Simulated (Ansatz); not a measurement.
# From LDA to G0W0: ScBiO3 (C2/c), part 2 of 2

Aim: the quasiparticle gap of ScBiO3 (C2/c), starting from LDA.

Ansatz 0.2.0; LDA, then G0W0 on it, plane waves, PAW. Known limits of the many-body steps: finite bands, screening cutoff and k mesh; no spin-orbit coupling in G0W0; screening cutoff under 40 eV in some runs.

So far. Step 3 (The LDA band structure): Over mesh and path the gap is 2.832 eV, from k = (-0.500, 0.000, 0.500) to k = (-0.500, -0.500, 0.000). The least direct gap found is 2.990 eV, at k = (-0.531, -0.469, 0.000). The pressure in this cell is -7 GPa; the cell is kept.

In doubt: masses and optical values from hybrid runs of this build are listed as unsure (in some of the runs), which bears on the screening that GW takes from such a start.

## 4. The quasiparticle correction

G0W0 replaces the xc potential by a self-energy built once from the orbitals of the start. Levels are corrected in the window of bands that the input names, at points of the mesh.

This step: G0W0 on LDA, plane waves, PAW; PAW set soft_1.

input.yaml reads:

```yaml
crystal:
  lattice:
    - [4.990429, -2.946812, 0.0]
    - [4.990429, 2.946812, 0.0]
    - [-3.288007, 0.0, 9.594851]
  atoms:
    - { symbol: Sc, position: [0.5, 0.0, 0.0] }
    - { symbol: Sc, position: [0.7467744295, 0.2532255705, 0.75] }
    - { symbol: Sc, position: [0.0, 0.5, 0.5] }
    - { symbol: Sc, position: [0.2532255705, 0.7467744295, 0.25] }
    - { symbol: Bi, position: [0.3068079702, 0.9668261159, 0.6377382856] }
    - { symbol: Bi, position: [0.9668261159, 0.3068079702, 0.1377382856] }
    - { symbol: Bi, position: [0.6931920298, 0.0331738841, 0.3622617144] }
    - { symbol: Bi, position: [0.0331738841, 0.6931920298, 0.8622617144] }
    - { symbol: O, position: [0.1733092497, 0.1188896856, 0.8377623058] }
    - { symbol: O, position: [0.7310255316, 0.1042719339, 0.9161184122] }
    - { symbol: O, position: [0.6309143319, 0.687847841, 0.3621311594] }
    - { symbol: O, position: [0.8811103144, 0.8266907503, 0.6622376942] }
    - { symbol: O, position: [0.312152159, 0.3690856681, 0.1378688406] }
    - { symbol: O, position: [0.3690856681, 0.312152159, 0.6378688406] }
    - { symbol: O, position: [0.1042719339, 0.7310255316, 0.4161184122] }
    - { symbol: O, position: [0.8957280661, 0.2689744684, 0.5838815878] }
    - { symbol: O, position: [0.8266907503, 0.8811103144, 0.1622376942] }
    - { symbol: O, position: [0.687847841, 0.6309143319, 0.8621311594] }
    - { symbol: O, position: [0.2689744684, 0.8957280661, 0.0838815878] }
    - { symbol: O, position: [0.1188896856, 0.1733092497, 0.3377623058] }
kpoints:
  mp_grid: { grid: [4, 4, 2] }
hamiltonian:
  xc: lda
  pseudopotentials: { kind: paw, azcp: { folder: soft_1 }, xc_functional: pbe }
scf:
  occupations: { method: fixed }
gw:
  n_empty_bands: 949
  ecut_chi: 130.0
  qp_bands: [v4, c4]
  qp_kpoints: band_edges
  screening: { model: contour_deformation }
```

Run with:

```bash
$ ansatz run input.yaml --threads 24 --pin off --max-ram 82944MiB --backend cuda --events-out ev --progress --plain --runs-dir out --devices 1 --max-vram 78GiB
```

Numbers of over 12 decimals in the logs are rounded to 6 here.

Log:

```text
GPUs: using 1 of 1 available (devices: 1).
[...]
Crystal: 20 atoms, lattice volume = 282.201 Å³
Basis set: ecut = 420 eV, 5505 PW (Γ)
Bands: 108, of which v1, the nominal top of the filled ones, is band 88 counted from 1 (87 counted from 0)
Symmetry: 4 space group operations
[...]
k-points: 14 of 32
[...]
SCF iter   1: F=—  HF=-63391.903733 eV  |F-HF|=—  |Δ(HF+E_count)|=         —  Δρ=5.23e-2  dr2=1.13e1  ethr=3.10e-3  ⟨swp⟩=4.0  Hψ=5162  notcnv=0  defer=185
[...]
SCF iter   6: F=—  HF=-63388.594466 eV  |F-HF|=—  |Δ(HF+E_count)|=   1.01e-3  Δρ=1.29e-3  dr2=4.16e-3  ethr=2.79e-6  ⟨swp⟩=2.0  Hψ=2071  notcnv=0  defer=251
[...]
SCF iter   9: F=—  HF=-63388.593809 eV  |F-HF|=—  |Δ(HF+E_count)|=   2.19e-6  Δρ=1.50e-5  dr2=7.56e-7  ethr=3.06e-9  ⟨swp⟩=2.0  Hψ=1876  notcnv=0  defer=210
[...]
SCF iter  11: F=-63388.593809 eV  HF=-63388.593809 eV  |F-HF|=1.72e-8  |Δ(HF+E_count)|=   7.43e-8  Δρ=3.25e-6  dr2=3.16e-8  ethr=5.68e-11  ⟨swp⟩=8.1  Hψ=6469  notcnv=0
SCF 1 converged in 11 iterations: F = -63388.593809 eV  dr2 = 3.16e-8
[...]
NSCF: frozen V_eff on 14 k-points
[...]
SCF converged after 11 iterations
[...]
6    92     12.7414   -10.9556    -5.0417   -17.3514  0.7736    14.1238    14.0954  root
     7    85      8.0792   -24.1243     3.7933   -20.0507  0.7371     7.7977     7.7989  root
     7    86      8.1292   -25.2036     4.5108   -20.4056  0.7236     7.8407     7.8421  root
     7    87      8.2475   -24.5657     3.9971   -20.2965  0.7351     7.9743     7.9754  root
     7    88      8.3018   -24.4491     3.6989   -20.4970  0.7407     8.0477     8.0487  root
     7    89     12.5275   -11.2771    -3.8752   -16.1248  0.7902    13.5113    13.4999  root
     7    90     12.5566   -11.0555    -3.9906   -16.0230  0.7926    13.5454    13.5335  root
     7    91     12.5641   -11.1089    -4.0436   -16.1717  0.7915    13.5958    13.5832  root
     7    92     12.6727   -10.2648    -6.0842   -18.0158  0.7647    14.3894    14.3394  root
     8    85      7.9671   -23.9736     3.8575   -19.8249  0.7359     7.6744     7.6758  root
     8    86      8.1693   -23.6504     3.3882   -20.0175  0.7443     7.9237     7.9246  root
     8    87      8.3485   -24.4569     3.7515   -20.4560  0.7381     8.0981     8.0990  root
     8    88      8.3885   -24.2945     3.5665   -20.4933  0.7422     8.1530     8.1538  root
     8    89     11.7838   -10.7090    -3.7121   -15.3228  0.7982    12.6939    12.6854  root
     8    90     12.2526   -10.4509    -4.1830   -15.6728  0.7948    13.3046    13.2916  root
     8    91     12.5139   -10.7552    -4.5272   -16.4624  0.7853    13.7125    13.6938  root
     8    92     12.6822   -10.7570    -4.2839   -16.1217  0.7901    13.7779    13.7629  root
     9    85      7.9329   -24.2895     3.9826   -20.0159  0.7337     7.6405     7.6418  root
     9    86      8.1446   -23.6396     3.4583   -19.9258  0.7427     7.8882     7.8891  root
     9    87      8.3150   -23.8072     3.2901   -20.2840  0.7460     8.0812     8.0820  root
     9    88      8.4118   -24.3895     3.6942   -20.4519  0.7399     8.1676     8.1684  root
     9    89     12.0225   -10.5318    -3.9461   -15.4419  0.7969    12.9970    12.9865  root
     9    90     12.2530   -10.7862    -3.8699   -15.6061  0.7950    13.2132    13.2030  root
     9    91     12.3479   -11.1287    -3.9439   -16.0685  0.7918    13.3552    13.3436  root
     9    92     12.7662   -10.7756    -4.9019   -16.9731  0.7780    14.0871    14.0618  root
    10    85      8.0925   -23.3247     3.2326   -19.8383  0.7467     7.8377     7.8386  root
    10    86      8.1404   -24.0534     3.6134   -20.1750  0.7411     7.8743     7.8753  root
    10    87      8.3270   -24.2214     3.6505   -20.3237  0.7416     8.0790     8.0799  root
    10    88      8.3853   -24.2554     3.6558   -20.3587  0.7395     8.1436     8.1444  root
    10    89     12.3059   -10.8830    -4.3078   -16.3076  0.7876    13.4386    13.4226  root
    10    90     12.4754   -10.5183    -4.4647   -16.1262  0.7895    13.6356    13.6186  root
    10    91     12.5213   -10.6395    -4.4632   -16.2530  0.7859    13.6894    13.6716  root
    10    92     12.6709   -11.5896    -4.0990   -16.7769  0.7858    13.7740    13.7591  root
    11    85      8.1353   -24.1401     3.6942   -20.1872  0.7393     7.8755     7.8765  root
    11    86      8.1353   -24.1401     3.6942   -20.1872  0.7393     7.8755     7.8765  root
    11    87      8.3998   -24.0654     3.4891   -20.3380  0.7429     8.1606     8.1614  root
    11    88      8.3998   -24.0654     3.4891   -20.3380  0.7429     8.1606     8.1614  root
    11    89     12.2088   -10.3639    -4.2429   -15.6688  0.7940    13.2844    13.2707  root
    11    90     12.2088   -10.3639    -4.2429   -15.6688  0.7940    13.2844    13.2707  root
    11    91     12.6855   -10.7761    -4.3422   -16.2209  0.7873    13.8040    13.7881  root
[...]
12    89     11.3353   -10.5016    -3.4329   -14.7208  0.8045    12.1273    12.1216  root
    12    90     11.9955    -9.9586    -4.3698   -15.4176  0.7970    13.0988    13.0847  root
    12    91     12.0018   -10.0379    -3.8171   -14.7286  0.8033    12.8834    12.8754  root
    12    92     12.7587   -10.3045    -6.1895   -18.1806  0.7626    14.4982    14.4453  root
    13    85      7.9891   -24.1631     3.8273   -20.0614  0.7348     7.7135     7.7147  root
    13    86      7.9891   -24.1631     3.8273   -20.0614  0.7348     7.7135     7.7147  root
    13    87      8.3107   -24.2689     3.6247   -20.3883  0.7417     8.0539     8.0549  root
    13    88      8.3107   -24.2689     3.6247   -20.3883  0.7417     8.0539     8.0549  root
    13    89     11.8425   -10.5198    -3.5901   -14.9342  0.8015    12.6738    12.6668  root
    13    90     11.8425   -10.5198    -3.5901   -14.9342  0.8015    12.6738    12.6668  root
    13    91     12.3455   -10.3407    -4.4763   -15.9572  0.7908    13.5024    13.4857  root
    13    92     12.3455   -10.3407    -4.4763   -15.9572  0.7908    13.5024    13.4857  root
```

Elapsed: 58 s, on 1 × NVIDIA GB200 (shared by 2 runs) with 24 threads of Arm Neoverse V2, shared host; peak memory 4.8 GiB.

Numbers from this step:

```yaml
bands_summed: 1037
rpa_eps_infinity_on_this_mesh_eigenvalues: 5.189, 5.547, 5.771
plane_waves_in_the_screening_matrix: 965
q_points_in_the_mesh: 32
g0w0_gap_over_the_corrected_points: 3.848 eV
k_of_the_valence_top: 0, -0.5, -0.5
k_of_the_conduction_bottom: -0.5, -0.5, 0
starting_gap_on_the_mesh: 2.832 eV
z_at_the_valence_top: 0.7462
z_at_the_conduction_bottom: 0.8045
least_direct_g0w0_gap_over_the_corrected_points: 4.041 eV
```

Over all 14 irreducible mesh points the G0W0 gap is 3.848 eV, from k = (0.000, -0.500, -0.500) to k = (-0.500, -0.500, 0.000). The LDA gap of this run on the mesh is 2.832 eV. The two states that bound the G0W0 gap lie that far apart at the start, so the correction of the gap is 3.848 − 2.832 = +1.016 eV. The start of this run differs from the step before in mesh (6×6×4 and 4×4×2).

Labels follow the order of the start: v1 is the top filled band, c1 the lowest empty one; levels that stay degenerate share a row, the window can cut a multiplet, doubted levels are not marked in this list, bands outside the window were not corrected, and the list may be a part of the corrected levels. Levels before and after the correction, in eV, zero at the valence-band top of each column:

```csv
,conduction bottom,valence top
Kohn-Sham,2.83,0.00
G0W0,3.85,0.00
```

```csv
,level,occupation,energy (eV)
Kohn-Sham,(0 -0.5 -0.5) v3,2,-0.179
Kohn-Sham,(0 -0.5 -0.5) v2,2,-0.149
Kohn-Sham,(0 -0.5 -0.5) v1,2,0.000
Kohn-Sham,(0 -0.5 -0.5) c1,0,3.199
Kohn-Sham,(0 -0.5 -0.5) c2,0,3.724
Kohn-Sham,(0 -0.5 -0.5) c3,0,3.769
Kohn-Sham,(-0.5 -0.5 0) v3,2,-0.297
Kohn-Sham,(-0.5 -0.5 0) v2,2,-0.271
Kohn-Sham,(-0.5 -0.5 0) v1,2,-0.168
Kohn-Sham,(-0.5 -0.5 0) c1,0,2.832
Kohn-Sham,(-0.5 -0.5 0) c2,0,3.492
Kohn-Sham,(-0.5 -0.5 0) c3,0,3.498
G0W0,(0 -0.5 -0.5) v3,2,-0.190
G0W0,(0 -0.5 -0.5) v2,2,-0.169
G0W0,(0 -0.5 -0.5) v1,2,0.000
G0W0,(0 -0.5 -0.5) c1,0,4.347
G0W0,(0 -0.5 -0.5) c2,0,4.932
G0W0,(0 -0.5 -0.5) c3,0,5.013
G0W0,(-0.5 -0.5 0) v3,2,-0.314
G0W0,(-0.5 -0.5 0) v2,2,-0.329
G0W0,(-0.5 -0.5 0) v1,2,-0.194
G0W0,(-0.5 -0.5 0) c1,0,3.848
G0W0,(-0.5 -0.5 0) c2,0,4.811
G0W0,(-0.5 -0.5 0) c3,0,4.601
```

The parts of the quasiparticle energy for the two states that bound the G0W0 gap, in eV on the run's own scale (QP = start + Σx + Σc − Vxc, with Σc at the quasiparticle energy):

```csv
edge,k,band,start,Σx,Σc,Vxc,Z,QP
valence top,"(0.000, -0.500, -0.500)",88,8.504,−24.060,3.325,−20.505,0.746,8.274
conduction bottom,"(-0.500, -0.500, 0.000)",89,11.335,−10.502,−3.433,−14.721,0.804,12.122
```

## 5. Spin-orbit coupling

This run has two-component orbitals with spin-orbit coupling.

This step: DFT, LDA with spin-orbit coupling, plane waves, PAW; PAW set soft_1.

input.yaml, as its differences from that of step 4:

```diff
@@ -27,13 +27,28 @@
 kpoints:
-  mp_grid: { grid: [4, 4, 2] }
+  mp_grid: { grid: [6, 6, 4] }
+  band_path:
+    path:
+      - [0.0, 0.0, 0.0]
+      - [-0.34740707, 0.34740707, 0.0]
+      - [-0.65259293, -0.34740707, 0.0]
+      - [-0.5, -0.5, 0.0]
+      - [-0.5, -0.5, 0.5]
+      - [-0.68366665, -0.31633335, 0.5]
+      - [-0.31633335, 0.31633335, 0.5]
+      - [0.0, 0.0, 0.5]
+      - [-0.5, 0.0, 0.5]
+      - [-0.530518586, -0.469481414, 0.0]
+    npoints: 1
 hamiltonian:
   xc: lda
-  pseudopotentials: { kind: paw, azcp: { folder: soft_1 }, xc_functional: pbe }
+  pseudopotentials: { kind: paw_fr, azcp: { folder: soft_1 }, xc_functional: pbe }
 scf:
   occupations: { method: fixed }
-gw:
-  n_empty_bands: 949
-  ecut_chi: 130.0
-  qp_bands: [v4, c4]
-  qp_kpoints: band_edges
-  screening: { model: contour_deformation }
+  n_extra_bands: 20
+magnetization:
+  noncollinear: true
+  spin_orbit: true
+output:
+  eigenvalues: true
+  forces: true
+  stress: true
```

Log:

```text
[...]
GPUs: using 1 of 1 available (devices: 1).
[...]
non-collinear run that drives no moment, with spin-orbit: no starting moment large enough to seed its density (crystal.atoms[].spin), no starting occupations that ask for one, no magnetisation constraint and no magnetic field, so the semilocal B_xc is pinned to zero
[...]
Crystal: 20 atoms, lattice volume = 282.201 Å³
Basis set: ecut = 420 eV, 5505 PW (Γ)
Bands: 196, of which v1, the nominal top of the filled ones, is band 176 counted from 1 (175 counted from 0)
Symmetry: 4 space group operations + 4 with time reversal
[...]
k-points: 47 of 144
Projection manifold: j_resolved (fully-relativistic pseudo-atomic orbitals)
[...]
SCF iter   1: F=—  HF=-63550.244216 eV  |F-HF|=—  |Δ(HF+E_count)|=         —  Δρ=5.25e-2  dr2=1.08e1  dr2_m=0.00e0 (ungated)  ethr=3.10e-3  |M|=0.00e0 ∫|m|=0.00e0 μB  |m|>n=0.0e0 m-floor=0.0e0 τ_xc=0.0e0  β_m=0.30  ⟨swp⟩=3.0  Hψ=20066  notcnv=0  defer=588
[...]
spin=Noncollinear: Resta preconditioning applied to the charge; magnetization (m_x, m_y, m_z) channels mix plain (no charge-response kernel on spin).
SCF iter   2: F=—  HF=-63548.431425 eV  |F-HF|=—  |Δ(HF+E_count)|=    1.81e0  Δρ=3.56e-2  dr2=4.80e0  dr2_m=0.00e0 (ungated)  ethr=3.10e-3  |M|=0.00e0 ∫|m|=0.00e0 μB  |m|>n=0.0e0 m-floor=0.0e0 τ_xc=0.0e0  β_m=0.57  ⟨swp⟩=2.1  Hψ=5734  notcnv=0  defer=640
[...]
SCF iter   4: F=—  HF=-63547.122169 eV  |F-HF|=—  |Δ(HF+E_count)|=   1.50e-1  Δρ=4.00e-3  dr2=6.45e-2  dr2_m=0.00e0 (ungated)  ethr=3.66e-4  |M|=0.00e0 ∫|m|=0.00e0 μB  |m|>n=0.0e0 m-floor=0.0e0 τ_xc=0.0e0  β_m=0.62  ⟨swp⟩=2.8  Hψ=6517  notcnv=0  defer=748
[...]
SCF 1 converged in 11 iterations: F = -63547.110500 eV  dr2 = 4.55e-8
[...]
SCF converged after 11 iterations
[...]
```

Elapsed: 4.7 s, on 1 × NVIDIA GB200 (shared by 2 runs) with 24 threads; peak memory 2 GiB.

Numbers from this step:

```
pressure             : -7.072 GPa
gap                  : 2.560 eV
valence top at       : k = (-0.500, 0.000, 0.500)
conduction bottom at : Y_2
least direct gap     : 2.716 eV
```

Over mesh and listed points the gap is 2.560 eV, from k = (-0.500, 0.000, 0.500) to k = (-0.500, -0.500, 0.000). The least direct gap found is 2.716 eV, at k = (-0.531, -0.469, 0.000). The pressure in this cell is -7 GPa; the cell is kept. LDA+SOC against LDA: 2.560 − 2.832 = −0.272 eV, with the same mesh, set of files (read in its fully relativistic form for the spin-orbit run) and cutoff, and both edges at the same k points. The spin-orbit run sees mesh and listed points alone, so its gap is an upper bound: the coupling can move an edge off these points, and the change over the zone, its sign included where it is small, is not known.

## 6. The runs together

Each gap is the least one over the points named; times are wall times on shared hosts, not benchmarks. A G0W0 time includes the run's own self-consistent start. Runs with listed points see these and the mesh alone, so an edge that moves elsewhere is missed. Rows marked * are further runs, not shown as steps, whose inputs differ from the G0W0 step on the same start in the columns given; solver thresholds can differ too. Symmetry makes (-0.500, 0.000, 0.500) and (0.000, -0.500, -0.500) one point.

```csv
level,mesh,"files, cutoff","bands summed, screening",points,gap (eV),valence top,conduction bottom,least direct gap (eV),time
LDA,6×6×4,"soft_1 PAW, 420 eV",-,mesh and path,2.832,"(-0.500, 0.000, 0.500)","(-0.500, -0.500, 0.000)",2.990,3.6 s
LDA+SOC,6×6×4,"soft_1 PAW, 420 eV",-,mesh and listed points,2.560,"(-0.500, 0.000, 0.500)","(-0.500, -0.500, 0.000)",2.716,4.7 s
G0W0@LDA*,4×4×2,"soft_1 PAW, 420 eV","244, 39 eV",all 14 irreducible mesh points,3.810,"(0.000, -0.500, -0.500)","(-0.500, -0.500, 0.000)",4.010,12 s
G0W0@LDA*,4×4×2,"soft_1 PAW, 420 eV","529, 78 eV",all 14 irreducible mesh points,3.751,"(0.000, -0.500, -0.500)","(-0.500, -0.500, 0.000)",3.947,18 s
G0W0@LDA,4×4×2,"soft_1 PAW, 420 eV","1037, 130 eV",all 14 irreducible mesh points,3.848,"(0.000, -0.500, -0.500)","(-0.500, -0.500, 0.000)",4.041,58 s
G0W0@LDA*,2×2×2,"soft_1 PAW, 420 eV","529, 78 eV",all 6 irreducible mesh points,3.726,"(0.000, -0.500, -0.500)","(-0.500, -0.500, 0.000)",3.920,6.1 s
```

## 7. Results

```
LDA gap over mesh and path                       : 2.832 eV, from k = (-0.500, 0.000, 0.500) to k = (-0.500, -0.500, 0.000)
G0W0@LDA gap over all 14 irreducible mesh points : 3.848 eV, from k = (0.000, -0.500, -0.500) to k = (-0.500, -0.500, 0.000)
LDA+SOC gap over mesh and listed points          : 2.560 eV
GW settings                                      : 4×4×2 mesh, 949 empty bands, screening to 130 eV, PAW set soft_1 files
known limits                                     : finite bands, screening cutoff and k mesh; no spin-orbit coupling in G0W0; screening cutoff under 40 eV in some runs
```

**Reading.** Over all 14 irreducible mesh points the G0W0 gap is 3.848 eV, from k = (0.000, -0.500, -0.500) to k = (-0.500, -0.500, 0.000). The LDA gap of this run on the mesh is 2.832 eV. The two states that bound the G0W0 gap lie that far apart at the start, so the correction of the gap is 3.848 − 2.832 = +1.016 eV. The valence state moves by 8.274 − 8.504 = −0.230 eV and the conduction state by 12.122 − 11.335 = +0.787 eV, on the run's own scale; with 244 bands the edge states move by +0.238 and +1.217 eV, so the split between the edges depends on the bands and cutoff. Both edges that LDA shows over mesh and path lie at k points where levels were corrected. Levels at other points were not corrected, so a lower G0W0 gap elsewhere in the zone is not ruled out. From 244 bands and 39 eV to 1037 bands and 130 eV the gap moves by 3.848 − 3.810 = +0.038 eV (rung by rung 3.810, 3.751, 3.848 eV); bands and screening cutoff rise together, so their parts are not told apart. The gap turns back along the series (3.810, 3.751, 3.848 eV), so no line is drawn and the limit is not known. With the 2×2×2 mesh in place of the 4×4×2 mesh and all else as in the G0W0@LDA row with 529 bands, the gap differs by 3.726 − 3.751 = −0.025 eV, and that of the start by 2.824 − 2.832 = −0.008 eV. G0W0 on other starts in this series, not shown as steps and not all at these settings: 4.235 eV on HSE06 (4×4×2, soft_1 PAW, 529 bands, 78 eV). LDA+SOC against LDA: 2.560 − 2.832 = −0.272 eV, with the same mesh, set of files (read in its fully relativistic form for the spin-orbit run) and cutoff, and both edges at the same k points. The spin-orbit run sees mesh and listed points alone, so its gap is an upper bound: the coupling can move an edge off these points, and the change over the zone, its sign included where it is small, is not known. What spin-orbit coupling does to the G0W0 levels was not computed, so no sum with the G0W0 gap is formed. The G0W0 runs are scalar-relativistic. G0W0 is shown with one set of atomic data (soft_1 PAW), so the error from the files is not known here. A screening cutoff under 40 eV is crude: G0W0@LDA with 244 bands at 39 eV.

[Paths, hosts, dates, memory and timing lines, banners, echoed tables and standing remarks are left out of the program output.]

[Logs are printed without paths, hosts, clocks, repeated set-up lines and the standing remarks that a program may print on its own settings, such as how far it seeks lower states.]

[Runs of the session that timed out or met a known fault of the program may be left out.]

[Cells called generated may have been cut or substituted from an entry of the Crystallography Open Database or the Materials Project.]

[Hosts, paths, dates, database ids (printed as entryN), source tags and the programs' standing remarks are cut or masked in the printed files.]

[Where an RPA ε∞ is given, it is that of the G0W0 mesh and is not shown converged in it. Names of k-points follow the symmetry that the program found, which can be lower than the space group named. Band edges on a path are those of the sampled points; other points can move an edge, and change direct to indirect where valleys lie close.]

[Hybrid gaps are those of their k-mesh and are not shown converged in it.]
